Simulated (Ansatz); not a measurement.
## Simulated XPS, UPS and emission spectra of LiPS3

What would valence photoemission of LiPS3 look like, and what sets its shape?

Calculated with Ansatz 0.2.0; DFT, PBE, plane-wave PAW, default files, scalar-relativistic, in the first sound run; inputs show where later runs differ.

**1. Set-up**

It takes space group C2/m (No. 12, monoclinic). Conventional cell: a = 11.116 Å, b = 7.007 Å, c = 6.525 Å, α = 90.00°, β = 125.57°, γ = 90.00°. Nearest to S lie 1 P at 1.96 Å and 2 Li at 2.56 Å. Nearest to S lie 1 P at 1.98 Å and 2 Li at 2.60 Å. Nearest to S lie 2 P at 2.14 Å. Nearest to P lie 4 S at 1.96 to 2.14 Å. Nearest to Li lie 4 S at 2.56 to 2.60 Å. Farther neighbours and most contacts between anions are not listed.

**2. Self-consistent run, DOS and bands**

First the ground state, then the DOS by atom and shell, which the cross sections turn into spectra. The DOS is taken on a denser mesh than the density.

File input.yaml:

```yaml
crystal:
  lattice:
    - [5.5578, -3.5035, 0.0]
    - [5.5578, 3.5035, 0.0]
    - [-3.7957895619, 0.0, 5.3074392707]
  atoms:
    - { symbol: S, position: [0.6808, 0.6808, 0.0615] }
    - { symbol: S, position: [0.3192, 0.3192, 0.9385] }
    - { symbol: S, position: [0.8022, 0.8022, 0.6739] }
    - { symbol: S, position: [0.1978, 0.1978, 0.3261] }
    - { symbol: S, position: [0.7788, 0.2212, 0.5] }
    - { symbol: S, position: [0.2212, 0.7788, 0.5] }
    - { symbol: P, position: [0.8461, 0.8461, 0.4194] }
    - { symbol: P, position: [0.1539, 0.1539, 0.5806] }
    - { symbol: Li, position: [0.2407, 0.7593, 0.0] }
    - { symbol: Li, position: [0.7593, 0.2407, 0.0] }
kpoints:
  mp_grid: { grid: [4, 4, 4] }
  band_path:
    path:
      - [[0.0, 0.0, 0.0], [-0.400156, 0.400156, 0.0]]
      - [[-0.599844, -0.400156, 0.0], [-0.5, -0.5, 0.0], [0.0, 0.0, 0.0], [-0.5, -0.5, 0.5], [-0.748644, -0.251356, 0.5]]
      - [[-0.251356, 0.251356, 0.5], [0.0, 0.0, 0.5], [0.0, 0.0, 0.0]]
      - [[-0.5, 0.0, 0.5], [0.0, 0.0, 0.0], [-0.5, 0.0, 0.0]]
    npoints: 10
scf:
  occupations: { method: fermi_dirac, width: 0.02 }
  n_extra_bands: 24
hamiltonian:
  xc: pbe
  pseudopotentials: { kind: paw }
output:
  forces: true
  stress: true
  dos:
    projected: true
    de: 0.05
    e_range: [-36, 12]
    nscf_kmesh: { grid: [8, 8, 8] }
  fatbands: true
```

Started as:

```console
ansatz run input.yaml --threads 2 --pin off --max-ram 4096MiB --backend cpu --events-out ev --progress --plain --runs-dir out
```

Numbers of over 12 decimals in the logs are rounded to 6 here.

Log:

```text
scf.n_extra_bands = 24 over 26 filled bands (N_el = 52.0): the run solves 50 bands
Engine: ansatz 0.2.0, aarch64-unknown-linux-gnu
Pseudopotentials: kind: paw
Pseudopotential: S, paw, valence charge 6, recommended cutoff 420 eV (normal), S.paw.azcp
Pseudopotential: P, paw, valence charge 5, recommended cutoff 420 eV (normal), P.paw.azcp
Pseudopotential: Li, paw, valence charge 3, recommended cutoff 420 eV (normal), Li.paw.azcp
Functional definition: PBE
  parameter kappa = 0.804
  parameter beta = 0.066725
  exchange = pbe_x(kappa = kappa, mu = beta*pi^2/3)
  correlation = pbe_c(beta = beta)
Crystal: 10 atoms, lattice volume = 206.690 Å³
Basis set: ecut = 420 eV, 3981 PW (Γ), exchange–correlation on 90×90×90 points (8 copies of the dense FFT grid, shifted against one another)
Bands: 50, of which v1, the nominal top of the filled ones, is band 26 counted from 1 (25 counted from 0)
Symmetry: 4 space group operations
Space group: C2/m (ITA 12), of the structure as read, at distance tolerance 5.9e-5 Å
k-points: 24 of 64
Non-local potential: S, projectors of the file, l = 0: 2, l = 1: 2, l = 2: 2
Non-local potential: P, projectors of the file, l = 0: 2, l = 1: 2, l = 2: 2
Non-local potential: Li, projectors of the file, l = 0: 3, l = 1: 2, l = 2: 1
PAW form: soft (Blöchl's): semilocal exchange-correlation on the pseudo side does not see the compensation charge
PAW one-centre angular grid: S, 110 points (default); XC on 64 Gauss nodes
PAW one-centre angular grid: P, 110 points (default); XC on 64 Gauss nodes
PAW one-centre angular grid: Li, 110 points (default); XC on 64 Gauss nodes
Initial density: superposition of atomic densities (neutral atoms: chi_scale 0, normalization atom), corrected by the library's trained network
Initial wavefunctions: pseudopotential atomic-orbital guess
Functional: x = pbe(κ = 0.804, μ = 0.219515), c = pbe(β = 0.066725)
SCF iter   1: F=—  HF=-7338.765163 eV  |F-HF|=—  |Δ(HF+E_count)|=         —  Δρ=1.53e-3  dr2=4.87e-3  ethr=1.77e-3  ⟨swp⟩=7.9  Hψ=6666  notcnv=0  defer=159
preconditioner: auto → Resta (q_TF=auto, 2.168 Å⁻¹)  ε∞=3.0  [insulator: Δε(μ)=1.848 eV  Ē_g=12.696 eV  σ=0.020 eV  W_gap=1.00  n_scr=34 (ndim 8)  ℏωp=17.9 eV  f_vac=0.001  D(μ)=0.00/eV (n_scr^D=0)  ε∞_Penn≈3.0]
SCF iter   2: F=—  HF=-7338.760412 eV  |F-HF|=—  |Δ(HF+E_count)|=   4.75e-3  Δρ=8.38e-4  dr2=1.28e-3  ethr=9.37e-6  ⟨swp⟩=3.1  Hψ=2383  notcnv=0  defer=410
SCF iter   3: F=—  HF=-7338.760961 eV  |F-HF|=—  |Δ(HF+E_count)|=   5.50e-4  Δρ=4.00e-4  dr2=2.43e-4  ethr=2.45e-6  ⟨swp⟩=2.4  Hψ=1328  notcnv=0  defer=410
SCF iter   4: F=—  HF=-7338.761330 eV  |F-HF|=—  |Δ(HF+E_count)|=   3.68e-4  Δρ=6.15e-5  dr2=1.22e-5  ethr=4.67e-7  ⟨swp⟩=2.0  Hψ=1357  notcnv=0  defer=410
SCF iter   5: F=—  HF=-7338.761296 eV  |F-HF|=—  |Δ(HF+E_count)|=   3.39e-5  Δρ=2.04e-5  dr2=1.60e-6  ethr=2.35e-8  ⟨swp⟩=2.0  Hψ=1136  notcnv=0  defer=410
SCF iter   6: F=-7338.761296 eV  HF=-7338.761296 eV  |F-HF|=5.74e-10  |Δ(HF+E_count)|=   3.14e-7  Δρ=3.60e-6  dr2=3.92e-8  ethr=1.92e-10  ⟨swp⟩=12.4  Hψ=7908  notcnv=0
SCF 1 converged in 6 iterations: F = -7338.761296 eV  dr2 = 3.92e-8
  greatest PAW one-centre occupation: 1.000 electrons in one spin orbital (limit 2), on the Li atom at site 9 (counted from 0), in its partial waves of l = 0
NSCF: frozen V_eff on 94 k-points
NSCF: frozen V_eff on 150 k-points
SCF converged after 6 iterations
Free energy (F): -7338.761296 eV
Harris-Foulkes:  -7338.761296 eV  (|F-HF|=5.74e-10)
Internal energy: -7338.761296 eV  (E = F + TS)
E sigma→0 (E₀):  -7338.761296 eV
Fermi energy:    4.744614 eV
--- Per-component energies (eV) ---
  E_band       = -262.075336
  E_kinetic    = 835.450582
  E_local      = -1396.401562  (includes V_loc(G=0)·N_el)
  E_nonlocal   = 170.630134
  E_hartree    = 438.193502
  E_xc         = -730.407149
  E_vxc        = -677.846050  (∫ρ·V_xc dr)
  E_paw        = -4782.406814  (= ΣΔE_a)
  E_vpaw       = -70.296481  (= ΣTr[D̂ρ^β])
  E_aug_tail   = 0.000038  (compensation charges beyond the density's cutoff)
  E_ewald      = -1873.820025
  E_smearing   = -0.000000  (= −TS)
  E_closure    = 0.000000  (closes the sum)
  Σ components = -7338.761296   (vs F -7338.761296, Δ=0.00e0)
--- Forces (eV/Å), atoms counted from 1 ---
  atom   1  S     -0.25660679     0.00000000    -0.72887561
  atom   2  S      0.25660679    -0.00000000     0.72887561
  atom   3  S     -0.43275342     0.00000000     0.45468312
  atom   4  S      0.43275342    -0.00000000    -0.45468312
  atom   5  S     -0.00000000     0.40466597     0.00000000
  atom   6  S      0.00000000    -0.40466597     0.00000000
  atom   7  P      0.37528306     0.00000000     0.27958911
  atom   8  P     -0.37528306    -0.00000000    -0.27958911
  atom   9  Li     0.00000000    -0.00942860     0.00000000
  atom  10  Li    -0.00000000     0.00942860     0.00000000
  max |Σ_I F_I| component: 1.11e-16 eV/Å
--- Stress (GPa, compression-positive) ---
        2.618219      -0.000000      -0.270335
       -0.000000       1.869556      -0.000000
       -0.270336      -0.000000       3.769856
  P = ⅓ Tr σ = 2.7525 GPa (27.525 kbar)
--- Band table (eV; the first three rows and the last of 24) ---
  k-point 0: bands = [... 22 lower, 3.0232, 3.2784, 3.3833, 3.8181, 6.0549, 6.5650, 7.0020, 7.7848, ... 20 higher]
  k-point 1: bands = [... 22 lower, 3.0406, 3.2101, 3.4074, 3.4249, 5.7978, 6.6555, 6.7530, 7.7489, ... 20 higher]
  k-point 2: bands = [... 22 lower, 3.0510, 3.1052, 3.1056, 3.1805, 5.6712, 6.5615, 6.6374, 7.9688, ... 20 higher]
  k-point 23: bands = [... 22 lower, 3.0466, 3.1116, 3.1118, 3.3391, 6.4197, 6.7626, 7.3942, 7.7586, ... 20 higher]
```

It took 63 s on 2 threads of Arm Neoverse V2, shared host; peak memory 0.91 GiB; 2.1 min of CPU time.

Numbers from this step:

```yaml
free_energy: -7338.7613 eV
fermi_energy: 4.745 eV
symmetry_operations: 4
pressure: 2.753 GPa
gap_on_the_k_mesh: 1.853 eV
zero_of_energy: valence-band maximum
share_of_occupied_states_in_no_projected_shell: 0.0164 of the occupied states in the window
gap_on_the_path: 1.853 eV
least_direct_gap_on_the_path: 2.228 eV
valence_top_on_path: 0 eV
```

Electronic bands along the path, in eV, zero at the valence-band maximum; v1 is the highest filled band, c1 the lowest empty one:

```
     point     v4     v3     v2     v1    c1    c2    c3    c4
         Γ  -0.80  -0.54  -0.43   0.00  2.24  2.75  3.18  3.97
   halfway  -1.10  -1.09  -0.32  -0.16  2.38  2.77  3.42  3.70
         C  -1.08  -1.07  -0.75  -0.18  2.62  3.08  3.41  4.04
jump to C2  -1.08  -1.07  -0.75  -0.18  2.62  3.08  3.41  4.04
   halfway  -1.20  -1.09  -0.61  -0.23  2.63  3.17  3.40  4.14
        Y2  -1.25  -1.09  -0.54  -0.26  2.63  3.21  3.40  4.18
   halfway  -0.77  -0.72  -0.51  -0.26  2.19  3.03  3.06  4.27
         Γ  -0.80  -0.54  -0.43   0.00  2.24  2.75  3.18  3.97
   halfway  -1.23  -0.58  -0.30  -0.14  2.34  2.95  3.19  4.20
        M2  -0.77  -0.71  -0.71  -0.48  2.60  2.94  3.58  3.94
   halfway  -0.91  -0.82  -0.66  -0.57  2.54  2.90  3.45  4.21
         D  -1.15  -0.90  -0.73  -0.67  2.33  2.65  3.30  4.40
jump to D2  -1.15  -0.90  -0.73  -0.67  2.33  2.65  3.30  4.40
   halfway  -0.85  -0.85  -0.77  -0.62  2.02  2.56  3.07  4.39
         A  -0.77  -0.71  -0.71  -0.64  1.85  2.74  2.82  4.15
   halfway  -0.78  -0.61  -0.41  -0.39  1.98  2.84  2.94  3.93
         Γ  -0.80  -0.54  -0.43   0.00  2.24  2.75  3.18  3.97
jump to L2  -0.92  -0.72  -0.62  -0.34  2.22  3.16  3.23  4.35
   halfway  -0.96  -0.72  -0.36  -0.22  2.21  2.93  3.23  3.97
         Γ  -0.80  -0.54  -0.43   0.00  2.24  2.75  3.18  3.97
   halfway  -1.10  -0.68  -0.37  -0.24  2.16  2.87  3.24  3.89
        V2  -1.05  -0.70  -0.65  -0.47  2.06  3.00  3.29  3.88
```

Of the projections kept (S s, S p, P s, P p, Li s, not projected), the largest for each band there; the rest of the weight can lie on other orbitals:

| point | v4 | v3 | v2 | v1 | c1 | c2 | c3 | c4 |
| --- | --- | --- | --- | --- | --- | --- | --- | --- |
| Γ | S p 0.94 | S p 0.94 | S p 0.95 | S p 0.99 | S p 0.56 | P p 0.48 | S p 0.42 | S p 0.33 |
| C | S p 0.96 | S p 0.94 | S p 0.97 | S p 0.98 | S p 0.58 | P p 0.42 | S p 0.44 | S p 0.35 |
| C2 | S p 0.96 | S p 0.94 | S p 0.97 | S p 0.98 | S p 0.58 | P p 0.42 | S p 0.44 | S p 0.35 |
| Y2 | S p 0.98 | S p 0.95 | S p 0.97 | S p 0.98 | S p 0.58 | P p 0.41 | S p 0.43 | P p 0.34 |
| Γ | S p 0.94 | S p 0.94 | S p 0.95 | S p 0.99 | S p 0.56 | P p 0.48 | S p 0.42 | S p 0.33 |
| M2 | S p 0.95 | S p 0.95 | S p 0.97 | S p 0.97 | S p 0.54 | S p 0.49 | P p 0.45 | P p 0.33 |

The DOS has structure finer than the step of the table below, so its rows give means over 1 eV, whole bins alone (the curve runs from -17.8 to 9.75 eV). Peaks (eV: height): total -16.2: 15.7, -13.0: 12.5, -12.3: 20.6, -2.4: 10.5; S 3p -2.4: 9.58, -2.1: 8.90, -1.3: 7.85, -0.9: 9.29; S 3s -16.2: 6.62, -14.6: 4.21, -13.0: 9.59, -12.3: 15.0; P 3p -12.3: 4.74, -6.0: 2.81, -4.3: 2.79, 4.4: 2.72; P 3s -16.2: 5.90, -14.6: 3.85, -8.7: 1.80, 3.2: 1.55.

* holds the states left over by the projection beside any projected weight of its own. DOS against E, zero at the valence-band maximum; means over each step; values in states/eV/cell:

```csv
E (eV),total,S 3p,S 3s,P 3p,P 3s,Li 2p*,Li 2s
-17,0,0,0,0,0,0,0
-16,2.00,0.261,0.838,0.0768,0.747,0,0.0648
-15,1.09,0.151,0.445,0.0453,0.407,0,0.0288
-14,0.914,0.126,0.378,0.0368,0.349,0,0.0168
-13,4.06,0.0725,2.99,0.861,0.0514,0,0.0483
-12,3.94,0.0739,2.86,0.908,0.00286,0,0.0721
-11,0,0,0,0,0,0,0
-10,0,0,0,0,0,0,0
-9,1.89,0.500,0.768,0.128,0.448,0.0164,0.0329
-8,0.464,0.155,0.182,0.0101,0.0887,0.00380,0.0242
-7,1.64,0.548,0.755,0.0145,0.268,0.0175,0.0404
-6,2.65,1.42,0.118,1.06,0.0108,0.0448,0.00490
-5,4.13,2.39,0.590,1.01,0.0260,0.0631,0.0425
-4,3.61,2.18,0.354,0.944,0.00199,0.0613,0.0690
-3,3.55,2.72,0.213,0.435,0.00371,0.0686,0.113
-2,7.43,6.79,0.118,0.114,0.0168,0.257,0.136
-1,8.32,7.90,0.0564,0.0791,0.0156,0.219,0.0558
0,2.30,2.22,0.0154,0.0169,0.00648,0.0338,0.00602
1,0,0,0,0,0,0,0
2,1.79,0.920,0.0215,0.344,0.348,0.144,0.0111
3,4.17,1.69,0.194,0.921,0.609,0.678,0.0760
4,3.36,1.16,0.124,1.17,0.0779,0.715,0.110
5,5.31,1.53,0.318,1.48,0.177,1.56,0.241
6,5.20,0.797,0.168,0.678,0.0617,2.99,0.500
7,7.16,0.556,0.108,0.255,0.0667,5.32,0.855
8,6.48,0.382,0.0656,0.151,0.0376,5.23,0.609
9,7.09,0.288,0.0501,0.127,0.0125,6.25,0.369
```

Sums over each group's atoms; a table of it gives point samples, which can step over narrow peaks. Table of DOS of the group by E, zero at the valence-band maximum; 7 of 9 lines; values in states/eV:

| E (eV) | S3: S 3p | S1: S 3p | S5: S 3p | P7: P 3p | S3: S 3s | S1: S 3s | S5: S 3s |
| --- | --- | --- | --- | --- | --- | --- | --- |
| -17 | 0 | 0 | 0 | 0 | 0 | 0 | 0 |
| -16 | 0.123 | 0.122 | 0.267 | 0.151 | 0.214 | 0.233 | 1.16 |
| -15 | 0 | 0 | 0 | 0 | 0 | 0 | 0 |
| -14 | 0 | 0 | 0 | 0 | 0 | 0 | 0 |
| -13 | 0.0134 | 0.0132 | 0.0220 | 1.04 | 0.151 | 0.123 | 3.70 |
| -12 | 0.0186 | 0.0150 | 0.00693 | 0.458 | 0.763 | 0.678 | 0.0165 |
| -11 | 0 | 0 | 0 | 0 | 0 | 0 | 0 |
| -10 | 0 | 0 | 0 | 0 | 0 | 0 | 0 |
| -9 | 0.0177 | 0.0188 | 0.0505 | 0.0182 | 0.0606 | 0.0572 | 0.00106 |
| -8 | 0.00819 | 0.00965 | 0.0171 | 2.5e-4 | 0.00663 | 0.00647 | 0.0191 |
| -7 | 0.107 | 0.106 | 0.224 | 0.00940 | 0.146 | 0.167 | 0.349 |
| -6 | 0.250 | 0.222 | 1.90 | 2.05 | 0.0146 | 0.0253 | 0.0252 |
| -5 | 0.915 | 0.891 | 0.870 | 1.18 | 0.379 | 0.264 | 0.0618 |
| -4 | 0.342 | 0.410 | 0.0720 | 0.340 | 0.0690 | 0.106 | 0.00740 |
| -3 | 0.329 | 0.522 | 0.991 | 0.200 | 0.0123 | 0.00824 | 0.0807 |
| -2 | 2.76 | 2.14 | 2.10 | 0.125 | 0.0536 | 0.0472 | 0.0268 |
| -1 | 2.81 | 3.80 | 1.40 | 0.0803 | 0.0285 | 0.0174 | 0.0160 |
| 0 | 0.148 | 0.232 | 0.157 | 0.00210 | 9.2e-4 | 2.1e-4 | 5.1e-4 |
| 1 | 0 | 0 | 0 | 0 | 0 | 0 | 0 |
| 2 | 0.0854 | 0.0930 | 0.783 | 0.388 | 0.00794 | 0.00130 | 0.0148 |
| 3 | 0.779 | 0.808 | 0.595 | 1.32 | 0.0312 | 0.0492 | 0.193 |
| 4 | 0.247 | 0.253 | 0.629 | 1.17 | 0.0553 | 0.0610 | 0.0265 |
| 5 | 0.405 | 0.478 | 0.524 | 1.40 | 0.102 | 0.174 | 0.0638 |
| 6 | 0.254 | 0.215 | 0.226 | 0.547 | 0.0770 | 0.0521 | 0.0499 |
| 7 | 0.219 | 0.174 | 0.156 | 0.244 | 0.0394 | 0.0335 | 0.0337 |
| 8 | 0.155 | 0.146 | 0.0997 | 0.159 | 0.0196 | 0.0325 | 0.0154 |
| 9 | 0.100 | 0.110 | 0.0728 | 0.121 | 0.0158 | 0.0179 | 0.0109 |

This run's widths, added to any smearing of the DOS itself: Gaussian 0.45 eV, Lorentzian 0.1 eV plus 0.08 an eV of depth. Intensity against binding energy, zero at the valence-band maximum; values in % of the maximum within 13 eV:

```csv
binding energy (eV),100 eV,1486.7 eV,5950 eV
-1.0,2.08,1.92,0.977
-0.5,3.81,3.26,1.45
0.0,22.3,17.2,5.98
0.5,88.9,67.1,22.2
1.0,95.3,72.1,24.0
1.5,81.6,62.4,21.4
2.0,80.3,62.6,22.7
2.5,64.0,50.8,19.4
3.0,38.1,32.8,15.1
3.5,33.3,31.6,17.4
4.0,35.2,33.8,19.0
4.5,50.9,48.9,27.6
5.0,43.3,45.1,27.9
5.5,37.6,39.1,24.2
6.0,30.2,28.3,15.7
6.5,17.1,20.3,14.2
7.0,17.5,32.0,28.3
7.5,18.2,36.0,32.8
8.0,12.8,25.7,23.5
8.5,17.0,35.6,33.2
9.0,13.7,28.9,27.0
9.5,6.74,14.4,13.5
10.0,5.04,11.2,10.7
10.5,5.50,12.8,12.4
11.0,7.86,19.0,18.7
11.5,14.5,35.8,35.6
12.0,29.4,73.6,73.5
12.5,39.6,99.6,99.6
13.0,32.0,80.9,80.9
13.5,18.9,47.6,47.5
14.0,14.7,36.9,36.5
14.5,15.2,37.9,37.2
15.0,11.9,29.6,29.1
15.5,10.1,25.1,24.7
16.0,11.4,28.5,28.0
16.5,9.63,24.1,23.6
17.0,5.65,14.1,13.8
17.5,3.33,8.24,8.06
```

Maxima picked by a test of local sharpness, so broad peaks and shoulders can be missing; peaks within 0.45 eV of a curve's cut are left out. Valence peaks, by row:

| photon energy (eV) | binding energy (eV) | height (% of the maximum within 13 eV) | main shell | its share (%) |
| --- | --- | --- | --- | --- |
| 100 | 16.08 | 11.5 | S 3s | 48.67 |
| 100 | 14.38 | 15.32 | S 3s | 54.05 |
| 100 | 12.53 | 39.72 | S 3s | 75.02 |
| 100 | 8.627 | 17.84 | S 3s | 42.69 |
| 100 | 7.277 | 19.98 | S 3s | 41.05 |
| 100 | 4.427 | 51.88 | S 3p | 66.69 |
| 100 | 2.077 | 80.64 | S 3p | 95.49 |
| 100 | 0.7775 | 100 | S 3p | 97.87 |
| 1487 | 16.08 | 28.81 | S 3s | 60.27 |
| 1487 | 14.38 | 38.27 | S 3s | 67.12 |
| 1487 | 12.53 | 100 | S 3s | 92.44 |
| 1487 | 8.677 | 37.63 | S 3s | 62.84 |
| 1487 | 7.277 | 38.98 | S 3s | 65.29 |
| 1487 | 5.077 | 45.31 | S 3p | 43.95 |
| 1487 | 4.427 | 49.55 | S 3p | 51.15 |
| 1487 | 3.327 | 33.4 | S 3p | 57.38 |
| 1487 | 2.077 | 63.03 | S 3p | 89.51 |
| 1487 | 0.7775 | 75.46 | S 3p | 95.02 |
| 5950 | 16.08 | 28.25 | S 3s | 64.08 |
| 5950 | 14.38 | 37.65 | S 3s | 71.14 |
| 5950 | 12.53 | 100 | S 3s | 96.39 |
| 5950 | 8.677 | 35.09 | S 3s | 70.26 |
| 5950 | 7.327 | 35.39 | S 3s | 75.06 |
| 5950 | 5.127 | 28.31 | S 3s | 70.32 |
| 5950 | 4.427 | 27.72 | S 3s | 64.39 |
| 5950 | 3.377 | 17.97 | S 3s | 61.65 |
| 5950 | 2.127 | 23.09 | S 3p | 72.78 |
| 5950 | 0.7775 | 24.89 | S 3p | 86.21 |

The intensity has structure finer than the step of the table below, so its rows give means over 1 eV, whole bins alone (the curve runs from -17.8 to 1.45 eV). Peaks (eV: height): S K-beta -0.9: 99.9; S K-beta, E along x -4.5: 39.4, -0.9: 97.5; S K-beta, E along y -1.1: 128; S K-beta, E along z -4.5: 57.1, -2.2: 81.7; S L2,3 -12.5: 99.8, -8.7: 27.2, -7.3: 29.4, -5.2: 20.8.

Shapes are the site's partial DOS without matrix elements, which overweights lines from ligand s bands. Table of intensity by emission energy less the core level's binding energy, zero at the valence-band maximum; means over each step; 7 of 10 lines; values in % of the unpolarised maximum:

```
emission energy less the core level's binding energy (eV)  S K-beta  S K-beta, E along x  S K-beta, E along y  S K-beta, E along z  S L2,3  P K-beta  P K-beta, E along x
                                                      -17      1.30                0.978                 1.56                 1.37    9.11      4.47                 7.45
                                                      -16      2.03                 1.63                 2.27                 2.20    17.1      7.29                 12.4
                                                      -15      2.23                 2.57                 1.36                 2.78    19.8      11.0                 15.8
                                                      -14      2.11                 2.60                 1.00                 2.74    29.2      21.6                 24.3
                                                      -13      1.81                 1.92                 1.17                 2.35    75.0      52.9                 50.0
                                                      -12      1.75                 1.92                 1.14                 2.18    69.6      51.8                 40.1
                                                      -11      1.63                 1.93                 1.17                 1.79    17.6      19.4                 15.5
                                                      -10      2.44                 3.28                 1.57                 2.47    8.78      10.5                 11.0
                                                       -9      5.48                 8.46                 2.71                 5.26    18.8      12.5                 19.6
                                                       -8      7.76                 8.97                 6.58                 7.73    18.7      13.6                 16.9
                                                       -7      11.3                 12.1                 11.2                 10.7    20.1      25.8                 16.6
                                                       -6      21.4                 26.7                 17.0                 20.5    9.67      75.1                 52.7
                                                       -5      33.1                 33.6                 19.8                 46.0    18.8      91.4                  112
                                                       -4      34.2                 29.8                 29.1                 43.8    13.0      77.7                 91.4
                                                       -3      47.3                 31.3                 61.9                 48.8    7.75      40.3                 22.8
                                                       -2      83.4                 78.3                 94.9                 77.1    4.84      17.4                 16.9
                                                       -1      95.7                 93.0                  122                 72.4    2.79      11.1                 11.0
                                                        0      42.6                 44.2                 46.2                 37.3    1.14      5.23                 5.00
```

(Continued in part 2 of 3.)

[Logs are printed without paths, hosts, clocks, repeated set-up lines and the standing remarks that a program may print on its own settings, such as how far it seeks lower states.]

[Hosts, paths, dates, database ids (printed as entryN), source tags and the programs' standing remarks are cut or masked in the printed files.]

[Maps of the electrostatic potential energy from Ansatz leave out the sawtooth potential of an applied field or a dipole correction, so their vacuum need not be flat; work functions include it.]

[Peak lists hold at most the 14 tallest peaks of each spectrum; further lines can be left out.]
